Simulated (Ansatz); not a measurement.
# Li on Cu(100): change of the work function, part 3 of 4

Aim: the work function of Cu(100) at several coverages of Li (hollow site), and the dipole that each adsorbate carries.

Ansatz 0.2.0; plane-wave DFT, PBE, Ansatz PAW.

So far, work function, upper face (eV): step 2 (the clean slab) 4.57; step 3 (37 atoms, coverage 0.111 ML, cell 3x3) 3.25.

## (4) The covered slab, k-mesh 6×6×1, coverage 0.25 ML

System of this step: Li/Cu(100). The cell holds 17 atoms: 16 Cu and 1 Li. Cell: a = 5.105 Å, b = 5.105 Å, c = 25.396 Å, α = 90.0°, β = 90.0°, γ = 90.0°. Vacuum lies along c.

Another coverage, to see how the dipoles act on each other as their distance changes.

File input.yaml:

```yaml
crystal:
  lattice:
    - [5.1053109602, 0.0, 0.0]
    - [0.0, 5.1053109602, 0.0]
    - [0.0, 0.0, 25.3962664858]
  atoms:
    - { symbol: Cu, position: [0.25, 0.25, 0.3543827989] }
    - { symbol: Cu, position: [0.0, 0.0, 0.4254562381] }
    - { symbol: Cu, position: [0.25, 0.25, 0.4977633208] }
    - { symbol: Cu, position: [0.0, 0.0, 0.5677200426] }
    - { symbol: Cu, position: [0.25, 0.75, 0.3543827989] }
    - { symbol: Cu, position: [0.0, 0.5, 0.4254562381] }
    - { symbol: Cu, position: [0.25, 0.75, 0.4977633208] }
    - { symbol: Cu, position: [0.0, 0.5, 0.5677200426] }
    - { symbol: Cu, position: [0.75, 0.25, 0.3543827989] }
    - { symbol: Cu, position: [0.5, 0.0, 0.4254562381] }
    - { symbol: Cu, position: [0.75, 0.25, 0.4977633208] }
    - { symbol: Cu, position: [0.5, 0.0, 0.5677200426] }
    - { symbol: Cu, position: [0.75, 0.75, 0.3543827989] }
    - { symbol: Cu, position: [0.5, 0.5, 0.4254562381] }
    - { symbol: Cu, position: [0.75, 0.75, 0.4977633208] }
    - { symbol: Cu, position: [0.5, 0.5, 0.5677200426] }
    - { symbol: Li, position: [0.25, 0.25, 0.6456172011] }
kpoints:
  mp_grid: { grid: [6, 6, 1] }
hamiltonian:
  xc: pbe
scf:
  occupations: { method: fermi_dirac, width: 0.1 }
  convergence: { dr2_threshold: 1.0e-08 }
efield:
  axis: 3
  dipole_correction: true
  ramp_position: 0.97
  ramp_width: 0.06
relax:
  f_tol: 0.02
  max_steps: 60
  constraints: [{ sites: [0, 1, 4, 5, 8, 9, 12, 13] }]
output:
  dos: { projected: true, e_range: [-8, 4] }
  write_potential: true
  write_density: true
  volumetric_format: npy
  elf: true
```

Launch:

```console
> ansatz run input.yaml --threads 4 --pin off --max-ram 16384MiB --backend cpu --events-out ev --progress --plain --runs-dir out
```

The log of the run:

```text
[...]
Crystal: 17 atoms, lattice volume = 661.933 Å³
Basis set: ecut = 420 eV, 12917 PW (Γ), exchange–correlation on 72×72×360 points (8 copies of the dense FFT grid, shifted against one another)
Bands: 185, of which v1, the nominal top of the filled ones, is band 154 counted from 1 (153 counted from 0)
Symmetry: 8 space group operations
[...]
k-points: 10 of 36
[...]
SCF iter   1: F=—  HF=-106203.221340 eV  |F-HF|=—  |Δ(HF+E_count)|=         —  Δρ=2.94e-3  dr2=1.01e0  ethr=1.77e-3  p=0.392 e·Å  D=1.07e-1 V/Å  ΔV_dip=-2.72 eV  dr2_dipole=3.69e-1  V_vac-E_F(+/−)=1.82/4.54 eV  ⟨swp⟩=8.5  Hψ=7884  notcnv=0  defer=91
[...]
SCF iter  13: F=-106203.186074 eV  HF=-106203.186073 eV  |F-HF|=4.19e-8  |Δ(HF+E_count)|=   1.64e-8  Δρ=5.74e-7  dr2=2.86e-9  ethr=3.26e-12  p=0.335 e·Å  D=9.16e-2 V/Å  ΔV_dip=-2.33 eV  dr2_dipole=7.44e-11  V_vac-E_F(+/−)=2.22/4.54 eV  ⟨swp⟩=20.2  Hψ=14836  notcnv=0
SCF 1 converged in 13 iterations: F = -106203.186074 eV  dr2 = 2.86e-9
[...]
relax step   1: F+E_penalty+E_count = -106203.18607352 eV  Δ(F+E_penalty+E_count) = +0.000e0 eV  max|allowed force component| = 3.036e-1 eV/Å  Δτ_max = 0.0000 Å  (13 SCF iters, accepted)
[...]
SCF iter   1: F=—  HF=-106203.207695 eV  |F-HF|=—  |Δ(HF+E_count)|=         —  Δρ=1.16e-3  dr2=4.33e-2  ethr=1.04e-5  p=0.335 e·Å  D=9.16e-2 V/Å  ΔV_dip=-2.33 eV  dr2_dipole=1.36e-2  V_vac-E_F(+/−)=2.23/4.56 eV  ⟨swp⟩=2.0  Hψ=5882  notcnv=0  defer=111
[...]
eigensolver tolerance schedule calibrated: the retry pair's looser diagonalisation under-reported the residual by θ = 0.26 (0.11/decade); ethr = c·dr2/N_el runs at the constant in force after the calibration composes with the one it found (an armed cap, an earlier calibration), c = 9.0e-2
[...]
SCF iter   2: F=—  HF=-106203.210148 eV  |F-HF|=—  |Δ(HF+E_count)|=   2.45e-3  Δρ=1.29e-3  dr2=1.22e-2  ethr=1.04e-5  p=0.319 e·Å  D=8.72e-2 V/Å  ΔV_dip=-2.22 eV  dr2_dipole=4.65e-5  V_vac-E_F(+/−)=2.34/4.55 eV  ⟨swp⟩=2.5  Hψ=2860  notcnv=0  defer=111
[...]
SCF iter  11: F=-106203.208105 eV  HF=-106203.208105 eV  |F-HF|=7.65e-8  |Δ(HF+E_count)|=   2.92e-7  Δρ=1.35e-6  dr2=8.78e-9  ethr=2.92e-12  p=0.310 e·Å  D=8.49e-2 V/Å  ΔV_dip=-2.16 eV  dr2_dipole=3.37e-10  V_vac-E_F(+/−)=2.39/4.55 eV  ⟨swp⟩=14.9  Hψ=13622  notcnv=0
SCF 2 converged in 11 iterations: F = -106203.208105 eV  dr2 = 8.78e-9
relax step   2: F+E_penalty+E_count = -106203.20810541 eV  Δ(F+E_penalty+E_count) = -2.203e-2 eV  max|allowed force component| = 8.191e-2 eV/Å  Δτ_max = 0.1400 Å  (11 SCF iters, accepted)
SCF iter   1: F=—  HF=-106203.210813 eV  |F-HF|=—  |Δ(HF+E_count)|=         —  Δρ=4.33e-4  dr2=8.64e-4  ethr=3.81e-6  p=0.310 e·Å  D=8.49e-2 V/Å  ΔV_dip=-2.16 eV  dr2_dipole=6.66e-5  V_vac-E_F(+/−)=2.39/4.55 eV  ⟨swp⟩=2.5  Hψ=3270  notcnv=0  defer=159
[...]
SCF iter   9: F=-106203.210652 eV  HF=-106203.210652 eV  |F-HF|=2.60e-8  |Δ(HF+E_count)|=   9.68e-8  Δρ=9.83e-7  dr2=6.67e-9  ethr=3.26e-12  p=0.313 e·Å  D=8.55e-2 V/Å  ΔV_dip=-2.17 eV  dr2_dipole=1.31e-9  V_vac-E_F(+/−)=2.38/4.55 eV  ⟨swp⟩=12.6  Hψ=13201  notcnv=0
SCF 3 converged in 9 iterations: F = -106203.210652 eV  dr2 = 6.67e-9
relax step   3: F+E_penalty+E_count = -106203.21065212 eV  Δ(F+E_penalty+E_count) = -2.547e-3 eV  max|allowed force component| = 4.325e-2 eV/Å  Δτ_max = 0.0185 Å  (9 SCF iters, accepted)
SCF iter   1: F=—  HF=-106203.211534 eV  |F-HF|=—  |Δ(HF+E_count)|=         —  Δρ=4.15e-4  dr2=5.24e-4  ethr=1.25e-6  p=0.313 e·Å  D=8.55e-2 V/Å  ΔV_dip=-2.17 eV  dr2_dipole=4.33e-6  V_vac-E_F(+/−)=2.38/4.55 eV  ⟨swp⟩=3.1  Hψ=4312  notcnv=0  defer=157
[...]
SCF iter   9: F=-106203.211353 eV  HF=-106203.211353 eV  |F-HF|=1.44e-9  |Δ(HF+E_count)|=   4.55e-8  Δρ=8.12e-7  dr2=4.26e-9  ethr=3.26e-12  p=0.313 e·Å  D=8.54e-2 V/Å  ΔV_dip=-2.17 eV  dr2_dipole=3.36e-10  V_vac-E_F(+/−)=2.38/4.55 eV  ⟨swp⟩=9.3  Hψ=11836  notcnv=0
SCF 4 converged in 9 iterations: F = -106203.211353 eV  dr2 = 4.26e-9
relax step   4: F+E_penalty+E_count = -106203.21135308 eV  Δ(F+E_penalty+E_count) = -7.010e-4 eV  max|allowed force component| = 1.350e-3 eV/Å  Δτ_max = 0.0064 Å  (9 SCF iters, accepted)
[...]
WARN: The input density's exchange-correlation potential varies sharply where the density is thin. Do not read a vacuum level from v_tot or v_xc, or from such a field of the output density. On a cell that repeats whose density bears no net charge and no dipole along the vacuum's axis use v_es (v_loc + v_h of the components); under efield.dipole_correction with no amplitude use v_es + v_field, which holds any external [...]
SCF converged after 9 iterations
Free energy (F): -106203.211353 eV
[...]
Internal energy: -106203.001452 eV  (E = F + TS)
E sigma→0 (E₀):  -106203.106403 eV
Entropy (-TS):   -0.209901 eV (-12.347 meV/atom)
Fermi energy:    2.477457 eV
Dipole field:    D = 0.085447 V/Å  (p = 0.312572 e·Å, saw-weighted, corrected)
Work function:   Φ+ = 2.3775 eV   Φ− = 4.5475 eV
[...]
--- Forces (eV/Å), atoms counted from 1 ---
  atom   1  Cu     0.00000000    -0.00000000     0.10974320
  atom   2  Cu     0.01020661     0.01020661    -0.11611421
  atom   3  Cu     0.00000000     0.00000000     0.00135036
  atom   4  Cu    -0.00065806    -0.00065806     0.00007229
  atom   5  Cu     0.00000000    -0.00000000     0.11915774
  atom   6  Cu     0.01020661    -0.01020661    -0.11611421
  atom   7  Cu    -0.00000000     0.00000000     0.00007502
  atom   8  Cu    -0.00065806     0.00065806     0.00007229
  atom   9  Cu     0.00000000     0.00000000     0.11915774
  atom  10  Cu    -0.01020661     0.01020661    -0.11611421
  atom  11  Cu     0.00000000    -0.00000000     0.00007502
  atom  12  Cu     0.00065806    -0.00065806     0.00007229
  atom  13  Cu     0.00000000     0.00000000     0.11413576
  atom  14  Cu    -0.01020661    -0.01020661    -0.11611421
  atom  15  Cu    -0.00000000    -0.00000000    -0.00029077
  atom  16  Cu     0.00065806     0.00065806     0.00007229
  atom  17  Li     0.00000000    -0.00000000     0.00072320
  max |Σ_I F_I| component: 4.04e-5 eV/Å
--- Band table (eV; the first three rows and the last of 10) ---
  k-point 0: bands = [... 150 lower, 2.0671, 2.0731, 2.1319, 2.2582, 2.3496, 2.4398, 2.4398, 3.0620, ... 27 higher]
  k-point 1: bands = [... 150 lower, 1.7903, 2.2985, 2.3561, 2.4541, 2.5351, 2.7040, 3.3480, 3.7480, ... 27 higher]
  k-point 2: bands = [... 150 lower, 1.7919, 2.4054, 2.6798, 2.6985, 3.2918, 3.4423, 3.7772, 3.7863, ... 27 higher]
  k-point 9: bands = [... 150 lower, 1.2317, 1.2347, 1.2808, 2.5292, 2.5292, 2.5406, 2.6731, 4.5226, ... 27 higher]
--- Relaxed structure (4 steps of the walk, 4 accepted, 0 SCFs on fresh bases) ---
  F+E_penalty+E_count = -106203.21135308 eV   max|allowed force component| = 1.350e-3 eV/Å
  atoms:
    - { symbol: Cu, position: [0.25, 0.25, 0.354383] }
    - { symbol: Cu, position: [0.0, 0.0, 0.425456] }
    - { symbol: Cu, position: [0.25, 0.25, 0.497700] }
    - { symbol: Cu, position: [-0.00138657, -0.00138657, 0.568401] }
    - { symbol: Cu, position: [0.25, 0.75, 0.354383] }
    - { symbol: Cu, position: [0.0, 0.5, 0.425456] }
    - { symbol: Cu, position: [0.25, 0.75, 0.497535] }
    - { symbol: Cu, position: [-0.00138657, 0.501387, 0.568401] }
    - { symbol: Cu, position: [0.75, 0.25, 0.354383] }
    - { symbol: Cu, position: [0.5, 0.0, 0.425456] }
    - { symbol: Cu, position: [0.75, 0.25, 0.497535] }
    - { symbol: Cu, position: [0.501387, -0.00138657, 0.568401] }
    - { symbol: Cu, position: [0.75, 0.75, 0.354383] }
    - { symbol: Cu, position: [0.5, 0.5, 0.425456] }
    - { symbol: Cu, position: [0.75, 0.75, 0.497307] }
    - { symbol: Cu, position: [0.501387, 0.501387, 0.568401] }
    - { symbol: Li, position: [0.25, 0.25, 0.641056] }
```

Wall time 2.4 min (4 threads of Arm Neoverse V2, shared host); peak memory 3.1 GiB; 9.6 min of CPU time.

The steps of the relaxation:

```
step  energy less that of the first step (eV)  largest force component (eV/Å)
   1                                   0.0000                          0.3036
   2                                  -0.0220                          0.0819
   3                                  -0.0246                          0.0432
   4                                  -0.0253                          0.0014
```

Forces are held to the 8 operations that the program found; a distortion that breaks them can't arise in this run.

The atoms that moved most (Å):

```
atom      dx      dy      dz  length
Li17   0.000   0.000  -0.116   0.116
Cu16   0.007   0.007   0.017   0.020
Cu12   0.007  -0.007   0.017   0.020
 Cu8  -0.007   0.007   0.017   0.020
 Cu4  -0.007  -0.007   0.017   0.020
Cu15   0.000   0.000  -0.012   0.012
 Cu7   0.000   0.000  -0.006   0.006
Cu11   0.000   0.000  -0.006   0.006
```

Final coordinates:

```
Cu Li
1.0
     5.10531    0.00000    0.00000
     0.00000    5.10531    0.00000
     0.00000    0.00000   25.39627
Cu Li
16 1
Direct
  0.25000 0.25000 0.35438
  0.00000 0.00000 0.42546
  0.25000 0.25000 0.49770
  0.99861 0.99861 0.56840
  0.25000 0.75000 0.35438
  0.00000 0.50000 0.42546
  0.25000 0.75000 0.49754
  0.99861 0.50139 0.56840
  0.75000 0.25000 0.35438
  0.50000 0.00000 0.42546
  0.75000 0.25000 0.49754
  0.50139 0.99861 0.56840
  0.75000 0.75000 0.35438
  0.50000 0.50000 0.42546
  0.75000 0.75000 0.49731
  0.50139 0.50139 0.56840
  0.25000 0.25000 0.64106
```

This step gave:

```yaml
energy_at_zero_smearing: -106203.1064 eV
work_function_upper_face: 2.377 eV
work_function_lower_face: 4.548 eV
dipole_along_the_normal: 0.3126 e·Å
step_between_the_vacuum_levels: -2.170 eV
```

The density of states has structure finer than the step of the table below, so its rows give means over 0.25 eV. Peaks (eV: height): -2.830: 118, -2.410: 83.5, -2.320: 86.5, -2.140: 73.4, -1.950: 80.8, -1.740: 92.8, -1.500: 103.

Table of density of states by energy, zero at the Fermi level; means over each step:

```
energy (eV)  density of states (states/eV a cell)
      -7.75                                  1.11
      -7.50                                  1.18
      -7.25                                  1.44
      -7.00                                  2.57
      -6.75                                  2.85
      -6.50                                  2.05
      -6.25                                  2.55
      -6.00                                  2.96
      -5.75                                  3.81
      -5.50                                  3.63
      -5.25                                  5.27
      -5.00                                  6.78
      -4.75                                  12.3
      -4.50                                  18.2
      -4.25                                  24.9
      -4.00                                  37.5
      -3.75                                  26.0
      -3.50                                  37.2
      -3.25                                  40.9
      -3.00                                  48.8
      -2.75                                  69.7
      -2.50                                  49.8
      -2.25                                  65.6
      -2.00                                  67.8
      -1.75                                  81.9
      -1.50                                  49.4
      -1.25                                  12.4
      -1.00                                  6.36
      -0.75                                  5.99
      -0.50                                  4.94
      -0.25                                  6.19
       0.00                                  7.09
       0.25                                  6.95
       0.50                                  3.97
       0.75                                  4.78
       1.00                                  6.86
       1.25                                  3.27
       1.50                                  4.32
       1.75                                  8.69
```

Projected DOS per atom over height of the atomic layer and energy from the Fermi level. Layers: Cu4 Cu4 Cu4 Cu4 Li from below.

Ten even steps from '0' (0.00 states/eV) to '9' (5.74 states/eV), each cell a mean:
```
00001
00000
00000
00000
00000
00000
00000
53330
96690
85580
55670
35440
23330
14420
02210
00100
00000
00000
00000
00000
00000
00000
```
Columns: height of the atomic layer (Å) from 9 to 16.3; rows upwards: energy from the Fermi level (eV) from -7.96 to 1.95.

Electrostatic potential energy in the ca plane at fractional y = 0.250, with atoms of Cu and Li within 0.2 Å of it. With pseudopotentials it is smooth inside the atoms' cores, unlike the true potential.

Ten even steps from '0' (-49 eV) to '9' (6 eV), each cell a mean:
```
99998889999999888999999999999999999999999999
99973258999997325899999999999999999999999999
99830016999983001699999999999999999999999999
99830016999983000699999999999999999999999999
99851037999985103799999999999999999999999999
99986679999998667999999999999999999999999999
99999999999999999999999999999999999999999999
99998889999999888999999999999999999999999999
99973258999997325899999876789999999999999999
99830016999983001699999743589999999999999999
99830016999983000699999732589999999999999999
99851037999985103799999865689999999999999999
99986679999998667999999988899999999999999999
99999999999999999999999999999999999999999999
```
Columns run along c (16.0 Å, from fractional 0.29 to 0.92 of the cell; values clipped at the 3rd and 97th percentile), rows up along a (5.1 Å). Atoms in or near the plane, at fractional coordinates: Cu at (0.35, 0.25), Cu at (0.50, 0.25), Cu at (0.35, 0.75), Cu at (0.50, 0.75), Li at (0.64, 0.25).

ELF in the ca plane at fractional y = 0.250, with atoms of Cu and Li within 0.2 Å of it. It is the smooth field of the valence electrons, not physical close to the nuclei.

Ten even steps from '0' (0.00 × 1e-1) to '9' (9.89 × 1e-1), each cell a mean:
```
11111112222222111222223333221100000000000000
11112211222221221122222322211000000000000000
11125631122212563122222222111000000000000000
11126831122212683122222221110000000000000000
11113421222211342122222222211000000000000000
11111112222221111222223333221000000000000000
11222222222222222222223433211100000000000000
11111112222222111222233310000000000000000000
11112211222221221122233112100000000000000000
11125631122212563122232069700000000000000000
11126831122212683112231189910000000000000000
11113421222211342122232036300000000000000000
11111112222221111222233200000000000000000000
11222222222222222222223431111000000000000000
```
Columns run along c (16.0 Å, from fractional 0.29 to 0.92 of the cell), rows up along a (5.1 Å). Atoms in or near the plane, at fractional coordinates: Cu at (0.35, 0.25), Cu at (0.50, 0.25), Cu at (0.35, 0.75), Cu at (0.50, 0.75), Li at (0.64, 0.25).

Valence density in the ca plane at fractional y = 0.250, with atoms of Cu and Li within 0.2 Å of it. It is the smooth field of the valence electrons, not physical close to the nuclei.

Ten steps, logarithmic in the rise over the least value, from '0' (0 e/Å³) to '9' (43 e/Å³), each cell a mean:
```
00001110000001111000000000000000000000000000
00024431000012443100000000000000000000000000
00148962000014896200000000000000000000000000
00158962000015896200000000000000000000000000
00036741000013674100000000000000000000000000
00012211000001221100000000000000000000000000
00000100011000110001100000000000000000000000
00001110000001111000000000000000000000000000
00024431000012443100000001000000000000000000
00148962000014896200000145200000000000000000
00158962000014896200000145300000000000000000
00036741000013674100000023100000000000000000
00012211000001221100000000000000000000000000
00000100011000110001100000000000000000000000
```
Columns run along c (16.0 Å, from fractional 0.29 to 0.92 of the cell), rows up along a (5.1 Å). Atoms in or near the plane, at fractional coordinates: Cu at (0.35, 0.25), Cu at (0.50, 0.25), Cu at (0.35, 0.75), Cu at (0.50, 0.75), Li at (0.64, 0.25).

The relaxation took 4 steps and lowered the energy by 0.025 eV; the largest force on the free atoms ends at 0.0014 eV/Å.

By hand: a sheet of dipoles makes a step −p/(ε₀A) in the electron's potential. With e/ε₀ = 180.95 V·Å, p = 0.3126 e·Å and A = 26.06 Å², that is −180.95 × (0.3126) / 26.06 = -2.170 eV, and the two vacuum levels of the run differ by -2.170 eV.

The covered face has 2.38 eV, -2.19 eV against the clean one; the bare back face has moved by -0.03 eV, a measure of how thin the slab is.

## (5) Adsorbate added, k-mesh 6×6×1, coverage 0.5 ML

System of this step: Li/Cu(100). The cell holds 18 atoms: 16 Cu and 2 Li. Its edges and angles: a = 5.105 Å, b = 5.105 Å, c = 25.396 Å, α = 90.0°, β = 90.0°, γ = 90.0°. Vacuum lies along c.

Another coverage, to see how the dipoles act on each other as their distance changes.

Edit input.yaml of step 4 so:

```diff
@@ -23,2 +23,3 @@
     - { symbol: Li, position: [0.25, 0.25, 0.6456172011] }
+    - { symbol: Li, position: [0.75, 0.75, 0.6456172011] }
 kpoints:
```

The log of the run:

```text
[...]
Crystal: 18 atoms, lattice volume = 661.933 Å³
Basis set: ecut = 420 eV, 12917 PW (Γ), exchange–correlation on 72×72×360 points (8 copies of the dense FFT grid, shifted against one another)
Bands: 186, of which v1, the nominal top of the filled ones, is band 155 counted from 1 (154 counted from 0)
Symmetry: 16 space group operations
[...]
- { symbol: Cu, position: [1.260129e-18, 0.5, 0.569024] }
[...]
- { symbol: Cu, position: [0.75, 0.75, 0.354383] }
    - { symbol: Cu, position: [0.5, 0.5, 0.425456] }
    - { symbol: Cu, position: [0.75, 0.75, 0.497411] }
    - { symbol: Cu, position: [0.5, 0.5, 0.569024] }
    - { symbol: Li, position: [0.25, 0.25, 0.642318] }
    - { symbol: Li, position: [0.75, 0.75, 0.642318] }
[key lines of the parts left out:]
SCF converged after 9 iterations
Free energy (F): -106408.483277 eV
Fermi energy:    2.610345 eV
Dipole field:    D = 0.082099 V/Å  (p = 0.300325 e·Å, saw-weighted, corrected)
Work function:   Φ+ = 2.4477 eV   Φ− = 4.5327 eV
```

Run time: 2.4 min. Hardware: 4 threads; peak memory 3.1 GiB; 9.6 min of CPU time.

(Continued in part 4 of 4.)

[Long decimals in the printed logs are rounded to 6 places.]

[Logs are printed without paths, hosts, clocks, repeated set-up lines and the standing remarks that a program may print on its own settings, such as how far it seeks lower states.]

[Hosts, paths, dates, database ids (printed as entryN), source tags and the programs' standing remarks are cut or masked in the printed files.]

[Maps of the electrostatic potential energy from Ansatz leave out the sawtooth potential of an applied field or a dipole correction, so their vacuum need not be flat; planar profiles and work functions include it.]

[The density of states shown here was stored with 400 of the rows of the run's finer table, so its peaks can read low, often by over a quarter, or be missed, and its means over a window can be off by a tenth or more.]
